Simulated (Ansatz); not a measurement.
# A bimetallic surface: Li on Al(100), three quarters in the top layer, both faces, part 3 of 4

Wanted: the photoemission signature of Li on Al(100), three quarters in the top layer, both faces.

Ansatz 0.2.0; DFT, PBE, plane-wave PAW, default files, scalar-relativistic.

So far, work function, upper face (eV): step 2 (the clean face) 4.29; step 3 (relaxing the atoms) 3.62.

### 4. Layer-resolved bands, DOS and potential (continued)

Sums over each group's atoms; a table of it gives point samples, which can step over narrow peaks. DOS of the group against E, zero at the Fermi level; 7 of 10 lines; values in states/eV:

```csv
E (eV),other layers: Al 3p,layer 2: Al 3p,layer 3: Al 3p,other layers: Al 3s,layer 3: Al 3s,layer 2: Al 3s,layer 1: Al 3p
-11.0,0,0,0,0,0,0,0
-10.5,0.00571,0.00474,0.00107,0.0108,0.0187,0.0104,9.7e-4
-10.0,0.163,0.144,0.114,0.219,0.382,0.209,0.0189
-9.5,0.211,0.196,0.244,0.185,0.325,0.174,0.0155
-9.0,0.244,0.230,0.341,0.173,0.301,0.162,0.0141
-8.5,0.413,0.364,0.904,0.494,0.350,0.442,0.0486
-8.0,0.447,0.396,0.750,0.496,0.202,0.414,0.0505
-7.5,0.431,0.400,0.589,0.321,0.254,0.261,0.0313
-7.0,0.491,0.454,0.647,0.386,0.230,0.341,0.0377
-6.5,0.694,0.651,0.606,0.477,0.317,0.339,0.0427
-6.0,0.885,0.825,0.780,0.678,0.339,0.443,0.0605
-5.5,0.781,0.727,0.665,0.538,0.342,0.391,0.0537
-5.0,0.671,0.607,0.569,0.456,0.217,0.388,0.0638
-4.5,1.42,1.25,1.04,0.935,0.640,0.700,0.171
-4.0,1.29,1.10,0.806,0.861,0.467,0.567,0.194
-3.5,1.39,1.17,1.01,0.633,0.490,0.483,0.222
-3.0,1.51,1.26,1.00,0.507,0.311,0.453,0.256
-2.5,1.82,1.39,1.16,0.507,0.276,0.386,0.427
-2.0,2.14,1.52,1.42,0.673,0.302,0.428,0.617
-1.5,1.95,1.37,1.02,0.681,0.290,0.411,0.573
-1.0,1.78,1.38,0.755,0.350,0.376,0.295,0.395
-0.5,2.52,1.74,0.761,0.473,0.771,0.372,0.772
0.0,2.67,1.71,1.03,0.593,1.03,0.539,0.960
0.5,1.69,1.18,0.794,0.305,0.529,0.238,0.506
1.0,1.46,1.17,1.23,0.638,0.343,0.476,0.295
1.5,1.53,1.20,1.37,0.717,0.566,0.555,0.331
2.0,1.54,0.818,1.46,0.687,0.513,0.595,0.722
2.5,2.35,1.56,2.00,0.729,0.711,0.654,0.792
3.0,1.62,1.22,1.25,0.585,0.507,0.479,0.401
```

This run's widths, added to any smearing of the DOS itself: Gaussian 0.2 eV, Lorentzian 0.1 eV plus 0.03 an eV of depth. Intensity against binding energy, zero at the Fermi level; values in % of the maximum within 13 eV:

```csv
binding energy (eV),21.2 eV,40.8 eV,100 eV,1486.7 eV,8047.8 eV
-1.0,1.52,1.64,1.67,1.78,1.65
-0.5,3.44,3.60,3.65,3.75,3.47
0.0,60.8,60.1,59.9,60.6,56.0
0.5,88.5,90.4,90.8,87.4,79.2
1.0,57.2,63.5,66.2,62.0,55.2
1.5,58.3,71.4,74.4,74.8,68.4
2.0,67.7,81.5,85.1,81.9,73.6
2.5,55.3,67.1,71.2,69.9,63.1
3.0,40.7,54.2,60.2,67.1,62.5
3.5,48.0,58.8,62.5,78.9,76.2
4.0,59.6,67.1,67.7,94.2,93.5
4.5,58.8,65.4,66.7,96.0,95.8
5.0,31.8,37.7,39.8,57.1,56.7
5.5,36.1,43.1,45.3,66.0,65.8
6.0,44.7,49.9,50.5,73.5,73.4
6.5,39.8,43.4,44.0,64.1,64.0
7.0,28.0,31.3,32.8,48.6,48.5
7.5,24.6,28.1,29.5,44.3,44.4
8.0,30.4,32.0,32.5,50.2,50.7
8.5,28.7,28.7,28.9,46.0,46.8
9.0,17.1,17.6,18.3,30.5,31.1
9.5,16.1,15.8,16.1,29.0,30.1
10.0,15.4,13.8,13.5,26.8,28.3
10.5,5.51,4.92,4.76,9.45,9.99
11.0,1.76,1.69,1.68,3.02,3.14
11.5,-,0.995,1.00,1.70,1.75
12.0,-,0.701,0.709,1.17,1.19
```

Maxima picked by a test of local sharpness, so broad peaks and shoulders can be missing; peaks within 0.45 eV of a curve's cut are left out. Valence peaks, by row:

```csv
photon energy (eV),binding energy (eV),height (% of the maximum within 13 eV),main shell,its share (%)
21.2,9.65,16.4,Al 3s,69.17
21.2,8.3,30.73,Al 3s,60.78
21.2,8.05,30.47,Al 3s,61.95
21.2,6.2,48.86,Al 3s,61.05
21.2,4.3,62.36,Al 3s,60.81
21.2,2.15,70.66,Li 2s,42.41
21.2,1.45,58.67,Al 3s,45.13
21.2,0.2,100,Li 2s,49.78
40.8,7.9,32.4,Al 3s,57.1
40.8,6.2,53.39,Al 3s,57.17
40.8,5.7,49.14,Al 3s,57.92
40.8,4.35,68.45,Al 3s,55.53
40.8,2.15,83.27,Al 3p,50.77
40.8,1.5,71.91,Al 3p,49.96
40.8,0.2,100,Al 3p,49.83
100,7.85,33.29,Al 3s,51.69
100,6.15,53.45,Al 3s,52.03
100,5.7,50.96,Al 3s,51.17
100,4.35,69.12,Al 3s,50.46
100,2.1,86.18,Al 3p,64.92
100,1.5,74.91,Al 3p,63.3
100,0.2,100,Al 3p,65.02
1487,9.6,29.29,Al 3s,93.31
1487,7.85,50.9,Al 3s,90.04
1487,6.15,77.85,Al 3s,89.79
1487,5.7,74.49,Al 3s,89.48
1487,4.35,100,Al 3s,89.63
1487,2.9,67.49,Al 3s,81.55
1487,2.1,82.89,Al 3s,79.25
1487,1.45,75.84,Al 3s,81.4
1487,0.2,99.55,Al 3s,80.28
8048,9.65,30.59,Al 3s,98.99
8048,7.9,51.33,Al 3s,98.43
8048,6.15,77.77,Al 3s,98.35
8048,5.7,74.28,Al 3s,98.33
8048,4.35,100,Al 3s,98.34
8048,2.1,74.54,Al 3s,96.31
8048,1.45,69.69,Al 3s,96.78
8048,0.2,91.48,Al 3s,96.5
```

From the Fermi level. The planar mean, electrostatic potential by z:

z (Å), planar mean, electrostatic potential (eV) and a bar from the least value:
```
      0.0       3.62 ##############################
      0.5       3.62 ##############################
      1.0       3.62 ##############################
      1.5       3.62 ##############################
      2.0       3.62 ##############################
      2.5       3.62 ##############################
      3.0       3.62 ##############################
      3.5       3.61 ##############################
      4.0       3.58 ##############################
      4.5       3.49 ##############################
      5.0       3.26 #############################
      5.5       2.61 ###########################
      6.0       1.00 ######################
      6.5      -2.64 ##########
      7.0      -4.62 ####
      7.5      -2.05 ############
      8.0      -1.12 ###############
      8.5      -4.98 ###
      9.0      -5.85 
      9.5      -4.82 ####
     10.0      -1.64 ##############
     10.5      -4.79 ####
     11.0      -5.97 
     11.5      -5.26 ##
     12.0      -1.85 #############
     12.5      -4.32 #####
     13.0      -5.84 
     13.5      -5.33 ##
     14.0      -1.55 ##############
     14.5      -1.59 ##############
     15.0      -4.48 #####
     15.5      -3.25 #########
     16.0       0.57 ####################
     16.5       2.44 ##########################
     17.0       3.19 #############################
     17.5       3.47 ##############################
     18.0       3.57 ##############################
     18.5       3.60 ##############################
     19.0       3.62 ##############################
     19.5       3.62 ##############################
     20.0       3.62 ##############################
     20.5       3.62 ##############################
     21.0       3.62 ##############################
     21.5       3.62 ##############################
```

Shapes are the site's partial DOS without matrix elements, which overweights lines from ligand s bands. Table of intensity by emission energy less the core level's binding energy, zero at the Fermi level; read off at these points; values in % of the unpolarised maximum:

```csv
emission energy less the core level's binding energy (eV),Al K-beta,"Al K-beta, E along x","Al K-beta, E along y","Al K-beta, E along z","Al L2,3"
-12.00,1.44,1.45,1.45,1.43,0.945
-11.50,1.93,1.93,1.93,1.94,1.52
-11.00,2.97,2.89,2.89,3.11,3.75
-10.50,5.42,5.23,5.23,5.79,13.0
-10.00,9.66,9.82,9.82,9.33,27.2
-9.50,14.4,15.5,15.5,12.1,32.2
-9.00,19.7,20.9,20.9,17.2,35.8
-8.50,26.2,26.7,26.7,25.3,47.2
-8.00,31.1,32.2,32.2,29.0,52.9
-7.50,33.6,36.1,36.1,28.5,49.5
-7.00,38.1,40.3,40.3,33.5,54.1
-6.50,45.0,45.0,45.0,45.0,69.5
-6.00,49.2,48.8,48.8,49.8,77.4
-5.50,49.2,51.5,51.5,44.5,69.6
-5.00,52.0,54.2,54.2,47.7,69.1
-4.50,61.6,59.6,59.6,65.7,93.1
-4.00,69.0,64.6,64.6,77.7,97.5
-3.50,74.1,73.8,73.8,74.6,80.8
-3.00,81.8,84.0,84.0,77.5,68.1
-2.50,93.8,91.0,91.0,99.3,68.8
-2.00,99.9,94.2,94.2,111,72.6
-1.50,94.2,87.3,87.3,108,67.3
-1.00,94.4,84.0,84.0,115,66.5
-0.72,97.4,85.6,85.6,120,74.6
-0.50,95.5,84.4,84.4,116,79.2
0.00,64.3,58.8,58.8,71.4,52.4
0.50,23.9,22.2,22.2,25.4,9.18
1.00,8.65,8.00,8.00,9.42,0.803
```

Recipe: projected DOS times atomic cross section and asymmetry factor (linear light, 10° from the polarisation), occupied states only, Fermi edge at 20 K, a Lorentzian width of 0.1 eV growing by 0.03 eV per eV of binding energy, and a resolution of 0.2 eV. Each atom is damped by exp[−depth/(λ cos θ)], θ = 45° from the normal, λ from the universal curve. Curves are cut 10 eV under the photon energy, above any shell that the free atom's threshold puts out of reach, or at the lower edge of the window: 11.2 eV at 21.2 eV, 12.2 eV at 40.8 eV, 12.2 eV at 100 eV, 12.2 eV at 1486.7 eV and 12.2 eV at 8047.8 eV. A star in tables and legends marks shells that hold the states left over by the projection (2.0 % of the filled ones), a stand-in for orbitals that the files don't project on. Matrix elements of the solid and inelastic losses aren't modelled, nor non-dipole terms, which matter above 3 keV.

Share of each shell in the spectrum's area (%), by photon energy:

```csv
shell,21.2 eV,40.8 eV,100 eV,1486.7 eV,8047.8 eV
Al 3s,52.2,45.4,40.7,85.8,97.7
Al 3p,13.3,42.9,55.7,13.6,2.2
Li 2s,32.8,11.4,3.6,0.5,0.2
Li 2p*,1.7,0.3,0.0,0.0,0.0
```

Regions along c: top from 12.6 to 19.2 Å, middle from 9.5 to 12.6 Å.

States with weight above 0.08 nearest the zero at M of the zone, within the window kept, -8.0 to 3.6 eV (levels that the program groups as degenerate share a row):

```csv
E (eV),"weight, total","weight, top","weight, middle"
-2.08,1.89,0.30,1.27
-0.95,0.93,0.39,0.16
-0.82,1.00,0.13,0.73
-0.55,0.94,0.14,0.67
-0.47,1.09,0.40,0.29
0.22,0.20,0.08,0.05
0.83,1.00,0.39,0.22
1.13,1.77,0.67,0.44
1.17,0.81,0.23,0.35
2.03,0.23,0.08,0.07
```

States with weight above 0.08 nearest the zero at Γ of the zone, within the window kept, -8.0 to 3.6 eV (levels that the program groups as degenerate share a row):

```csv
E (eV),"weight, total","weight, top","weight, middle"
-3.78,0.39,0.15,0.09
-2.93,0.56,0.23,0.10
-1.42,0.39,0.19,0.01
-1.13,0.81,0.31,0.20
0.22,0.25,0.13,0.00
1.68,0.72,0.30,0.08
1.88,0.41,0.14,0.12
2.76,0.19,0.08,0.00
3.42,0.97,0.13,0.03
3.46,0.83,0.29,0.05
```

States with weight above 0.08 nearest the zero at X of the zone, within the window kept, -8.0 to 3.6 eV (levels that the program groups as degenerate share a row):

```csv
E (eV),"weight, total","weight, top","weight, middle"
-1.42,0.28,0.10,0.09
-1.13,0.08,0.04,0.01
-0.95,0.53,0.17,0.19
-0.95,0.50,0.18,0.14
-0.47,0.45,0.16,0.13
0.22,0.27,0.09,0.10
1.13,0.11,0.04,0.02
1.65,0.50,0.16,0.17
1.68,0.13,0.05,0.02
1.88,0.28,0.13,0.01
```

The largest force component on a free atom is 0.044 eV/Å, a little over the usual target of 0.03 eV/Å. At the Fermi level the DOS is 10.56 states/eV a cell, and on the broadened curves Al 3p holds 63 % of the total there.

### 5. Z+1 stand-in on atom 3

System of this step: Li5BeAl14. The cell holds 20 atoms: 5 Li, 1 Be and 14 Al. Cell: a = 5.713 Å, b = 5.713 Å, c = 22.080 Å, α = 90.0°, β = 90.0°, γ = 90.0°. It derives from Al. Regions: L1, 4 atoms (1 Al, 1 Be and 2 Li); L2, 4 atoms (4 Al); L3, 4 atoms (4 Al); rest, 8 atoms (5 Al and 3 Li). Vacuum lies along c.

An atom with a screened core hole acts much like the next element, so total energies with that element on different sites give core-level shifts.

input.yaml reads:

```yaml
crystal:
  lattice:
    - [5.713422792, 0.0, 0.0]
    - [0.0, 5.713422792, 0.0]
    - [0.0, 0.0, 22.08]
  atoms:
    - { symbol: Li, position: [0.0, 0.0, 0.6795428987] }
    - { symbol: Li, position: [0.5, 0.0, 0.6875201111] }
    - { symbol: Be, position: [0.0, 0.5, 0.6875201111] }
    - { symbol: Al, position: [0.5, 0.5, 0.6824964646] }
    - { symbol: Al, position: [0.2522251104, 0.2522251104, 0.5935817567] }
    - { symbol: Al, position: [0.7477748896, 0.2522251104, 0.5935817567] }
    - { symbol: Al, position: [0.2522251104, 0.7477748896, 0.5935817567] }
    - { symbol: Al, position: [0.7477748896, 0.7477748896, 0.5935817567] }
    - { symbol: Al, position: [0.0, 0.0, 0.5] }
    - { symbol: Al, position: [0.5, 0.0, 0.5] }
    - { symbol: Al, position: [0.0, 0.5, 0.5] }
    - { symbol: Al, position: [0.5, 0.5, 0.5] }
    - { symbol: Al, position: [0.2522251104, 0.2522251104, 0.4064182433] }
    - { symbol: Al, position: [0.7477748896, 0.2522251104, 0.4064182433] }
    - { symbol: Al, position: [0.2522251104, 0.7477748896, 0.4064182433] }
    - { symbol: Al, position: [0.7477748896, 0.7477748896, 0.4064182433] }
    - { symbol: Li, position: [0.0, 0.0, 0.3204571013] }
    - { symbol: Li, position: [0.5, 0.0, 0.3124798889] }
    - { symbol: Li, position: [0.0, 0.5, 0.3124798889] }
    - { symbol: Al, position: [0.5, 0.5, 0.3175035354] }
kpoints:
  mp_grid: { grid: [8, 8, 1] }
scf:
  occupations: { method: fermi_dirac, width: 0.05 }
  n_extra_bands: 18
hamiltonian:
  xc: pbe
  pseudopotentials: { kind: paw }
output:
  forces: true
  write_potential: true
  volumetric_format: []
```

On the command line:

```console
ansatz run input.yaml --threads 4 --pin off --max-ram 12288MiB --backend cpu --events-out ev --progress --plain --runs-dir out
```

Numbers of over 12 decimals in the logs are rounded to 6 here.

Log:

```text
[...]
Crystal: 20 atoms, lattice volume = 720.762 Å³
Basis set: ecut = 420 eV, 14181 PW (Γ), exchange–correlation on 80×80×300 points (8 copies of the dense FFT grid, shifted against one another)
Bands: 48, of which v1, the nominal top of the filled ones, is band 30 counted from 1 (29 counted from 0)
Symmetry: 4 space group operations
[...]
k-points: 25 of 64
[...]
SCF iter   1: F=—  HF=-8638.428133 eV  |F-HF|=—  |Δ(HF+E_count)|=         —  Δρ=2.02e-3  dr2=6.49e-1  ethr=1.77e-3  ⟨swp⟩=10.0  Hψ=6987  notcnv=0  defer=49
[...]
SCF iter   7: F=-8638.389352 eV  HF=-8638.389352 eV  |F-HF|=2.91e-9  |Δ(HF+E_count)|=   3.00e-7  Δρ=9.77e-7  dr2=2.52e-8  ethr=1.69e-10  ⟨swp⟩=31.4  Hψ=11833  notcnv=0
SCF 1 converged in 7 iterations: F = -8638.389352 eV  dr2 = 2.52e-8
[...]
SCF converged after 7 iterations
Free energy (F): -8638.389352 eV
[...]
Internal energy: -8638.321537 eV  (E = F + TS)
E sigma→0 (E₀):  -8638.355444 eV
Entropy (-TS):   -0.067815 eV (-3.391 meV/atom)
Fermi energy:    0.814270 eV
[...]
--- Forces (eV/Å), atoms counted from 1 ---
  atom   1  Li     0.00000000     0.00000000     0.21300773
  atom   2  Li     0.00000000     0.00000000     0.01606746
  atom   3  Be     0.00000000     0.00000000    -1.11299795
  atom   4  Al     0.00000000     0.00000000     0.18381900
  atom   5  Al    -0.18007568     0.05618442     0.16918334
  atom   6  Al     0.18007568     0.05618442     0.16918334
  atom   7  Al    -0.18007568    -0.05618442     0.16918334
  atom   8  Al     0.18007568    -0.05618442     0.16918334
  atom   9  Al     0.00000000     0.00000000     0.02285241
  atom  10  Al     0.00000000     0.00000000    -0.11064549
  atom  11  Al     0.00000000     0.00000000    -0.05084802
  atom  12  Al     0.00000000     0.00000000    -0.02843341
  atom  13  Al    -0.03914726    -0.02824525     0.05204729
  atom  14  Al     0.03914726    -0.02824525     0.05204729
  atom  15  Al    -0.03914726     0.02824525     0.05204729
  atom  16  Al     0.03914726     0.02824525     0.05204729
  atom  17  Li     0.00000000     0.00000000     0.00479170
  atom  18  Li     0.00000000     0.00000000     0.00822635
  atom  19  Li     0.00000000     0.00000000     0.00158857
  atom  20  Al     0.00000000     0.00000000    -0.03226290
  max |Σ_I F_I| component: 8.80e-5 eV/Å
--- Band table (eV; the first three rows and the last of 25) ---
  k-point 0: bands = [... 26 lower, -0.1599, -0.0198, 0.1787, 0.2503, 0.3306, 0.7855, 1.6233, 1.7523, ... 14 higher]
  k-point 1: bands = [... 26 lower, -0.0661, -0.0185, 0.1378, 0.6537, 0.8279, 1.0078, 1.2848, 1.5693, ... 14 higher]
  k-point 2: bands = [... 26 lower, 0.0450, 0.1973, 0.5284, 0.5514, 1.0687, 1.3295, 1.7890, 1.8403, ... 14 higher]
  k-point 24: bands = [... 26 lower, 0.8531, 1.1559, 1.1997, 1.3161, 2.0116, 2.0214, 2.0380, 2.0539, ... 14 higher]
```

Wall time 47 s (4 threads of Arm Neoverse N1, shared host); peak memory 1.5 GiB; 3 min of CPU time.

This step gave:

```yaml
free_energy: -8638.3894 eV
energy_at_zero_smearing: -8638.3554 eV
smearing_term_ts: 0.06781 eV
fermi_energy: 0.8143 eV
symmetry_operations: 4
```

### 6. Z+1 stand-in on atom 2

System of this step: Li5BeAl14. The cell holds 20 atoms: 5 Li, 1 Be and 14 Al. Its edges and angles: a = 5.713 Å, b = 5.713 Å, c = 22.080 Å, α = 90.0°, β = 90.0°, γ = 90.0°. It derives from Al. Regions: L1, 4 atoms (1 Al, 2 Li and 1 Be); L2, 4 atoms (4 Al); L3, 4 atoms (4 Al); rest, 8 atoms (5 Al and 3 Li). Vacuum lies along c.

The same swap on atom 2.

input.yaml, as its differences from that of step 5:

```diff
@@ -7,4 +7,4 @@
     - { symbol: Li, position: [0.0, 0.0, 0.6795428987] }
-    - { symbol: Li, position: [0.5, 0.0, 0.6875201111] }
-    - { symbol: Be, position: [0.0, 0.5, 0.6875201111] }
+    - { symbol: Be, position: [0.5, 0.0, 0.6875201111] }
+    - { symbol: Li, position: [0.0, 0.5, 0.6875201111] }
     - { symbol: Al, position: [0.5, 0.5, 0.6824964646] }
```

Log:

```text
[...]
Crystal: 20 atoms, lattice volume = 720.762 Å³
Basis set: ecut = 420 eV, 14181 PW (Γ), exchange–correlation on 80×80×300 points (8 copies of the dense FFT grid, shifted against one another)
Bands: 48, of which v1, the nominal top of the filled ones, is band 30 counted from 1 (29 counted from 0)
Symmetry: 4 space group operations
[...]
k-points: 25 of 64
[...]
--- Band table (eV; the first three rows and the last of 25) ---
  k-point 0: bands = [... 26 lower, -0.1599, -0.0198, 0.1787, 0.2503, 0.3306, 0.7855, 1.6233, 1.7523, ... 14 higher]
  k-point 1: bands = [... 26 lower, -0.2046, -0.0078, 0.0799, 0.6500, 0.8524, 1.2071, 1.2585, 1.3679, ... 14 higher]
  k-point 2: bands = [... 26 lower, -0.0585, 0.2165, 0.4532, 0.4945, 0.9841, 1.5675, 1.7926, 1.8384, ... 14 higher]
  k-point 24: bands = [... 26 lower, 0.8531, 1.1559, 1.1997, 1.3161, 2.0116, 2.0214, 2.0380, 2.0539, ... 14 higher]
[key lines of the parts left out:]
SCF converged after 7 iterations
Free energy (F): -8638.389352 eV
Fermi energy:    0.814275 eV
```

The job ended after 46 s (4 threads; peak memory 1.5 GiB).

(Continued in part 4 of 4.)

[Logs are printed without paths, hosts, clocks, repeated set-up lines and the standing remarks that a program may print on its own settings, such as how far it seeks lower states.]

[Hosts, paths, dates, database ids (printed as entryN), source tags and the programs' standing remarks are cut or masked in the printed files.]

[Maps of the electrostatic potential energy from Ansatz leave out the sawtooth potential of an applied field or a dipole correction, so their vacuum need not be flat; work functions include it.]
